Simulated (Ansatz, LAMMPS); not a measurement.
## Finding the fault: ionic liquid MMIM+ BF4- at 450 K (105 atoms)

Program: Ansatz 0.2.0. The cell: 25 C, 10 N, 45 H, 5 B and 20 F.

input.yaml reads:

```yaml
crystal:
  lattice:
    - [10.49016, 0.0, 0.0]
    - [0.0, 10.49016, 0.0]
    - [0.0, 0.0, 10.49016]
  atoms:
    - { symbol: C, position: [0.96676, 0.28759, 0.22114] }
    - { symbol: "N", position: [0.01705, 0.19006, 0.29757] }
    - { symbol: C, position: [0.99, 0.06484, 0.26438] }
    - { symbol: C, position: [0.06311, 0.98927, 0.34592] }
    - { symbol: "N", position: [0.11994, 0.06456, 0.43384] }
    - { symbol: C, position: [0.18456, 0.02098, 0.54546] }
    - { symbol: C, position: [0.08193, 0.18627, 0.41089] }
    - { symbol: H, position: [0.92188, 0.35038, 0.29581] }
    - { symbol: H, position: [0.88533, 0.25607, 0.1615] }
    - { symbol: H, position: [0.04207, 0.34119, 0.16592] }
    - { symbol: H, position: [0.93427, 0.03884, 0.18365] }
    - { symbol: H, position: [0.07867, 0.88897, 0.37988] }
    - { symbol: H, position: [0.19509, 0.91905, 0.54227] }
    - { symbol: H, position: [0.12371, 0.04161, 0.62343] }
    - { symbol: H, position: [0.27184, 0.07005, 0.54598] }
    - { symbol: H, position: [0.11119, 0.25796, 0.47554] }
    - { symbol: C, position: [0.79416, 0.75778, 0.37006] }
    - { symbol: "N", position: [0.76967, 0.69468, 0.48985] }
    [... 81 atom lines left out ...]
    - { symbol: F, position: [0.8008, 0.20211, 0.47392] }
    - { symbol: B, position: [0.12456, 0.56279, 0.33848] }
    - { symbol: F, position: [0.0941, 0.67885, 0.40238] }
    - { symbol: F, position: [0.11831, 0.45984, 0.43316] }
    - { symbol: F, position: [0.25106, 0.54852, 0.28206] }
    - { symbol: F, position: [0.01651, 0.55136, 0.25767] }
kpoints:
  mp_grid: { grid: [1, 1, 1] }
hamiltonian:
  xc: pbe
  dispersion: d3bj
scf:
  occupations: { method: fixed }
  max_iter: 50
output:
  forces: true
magnetization:
  spin_polarized: true
  initial_magnetization: 1
```

Run with:

```console
> ansatz run input.yaml --threads 8 --pin off --max-ram 15872MiB --backend cpu --events-out ev --progress --plain --runs-dir out
```

Standard output:

```text
Error: inconsistent input (scf.occupations.method, magnetization): a σ = 0 step fill (method: fixed, or a smearing width below the step floor) with no hard lock on the total moment puts the same N_el/2 bands in each spin channel, which gives a total moment of zero, but the starting moments sum to +1.0000 μB; [...]
```

Run time: 0.04 s. Hardware: 8 threads of Intel Xeon Platinum 8488C (Sapphire Rapids), shared host; peak memory 0.098 GiB.

What is at fault here, and what would mend it?

An impossible spin: magnetization.initial_magnetization = 1 and magnetization.spin_polarized = true.

The fix is to take out magnetization.initial_magnetization and take out magnetization.spin_polarized.

The program refused it before any cycle.

[Long decimals in the printed logs are rounded to 6 places.]

[Logs are printed without paths, hosts, clocks, repeated set-up lines and the standing remarks that a program may print on its own settings, such as how far it seeks lower states.]

[Hosts, paths, dates, database ids (printed as entryN), source tags and the programs' standing remarks are cut or masked in the printed files.]
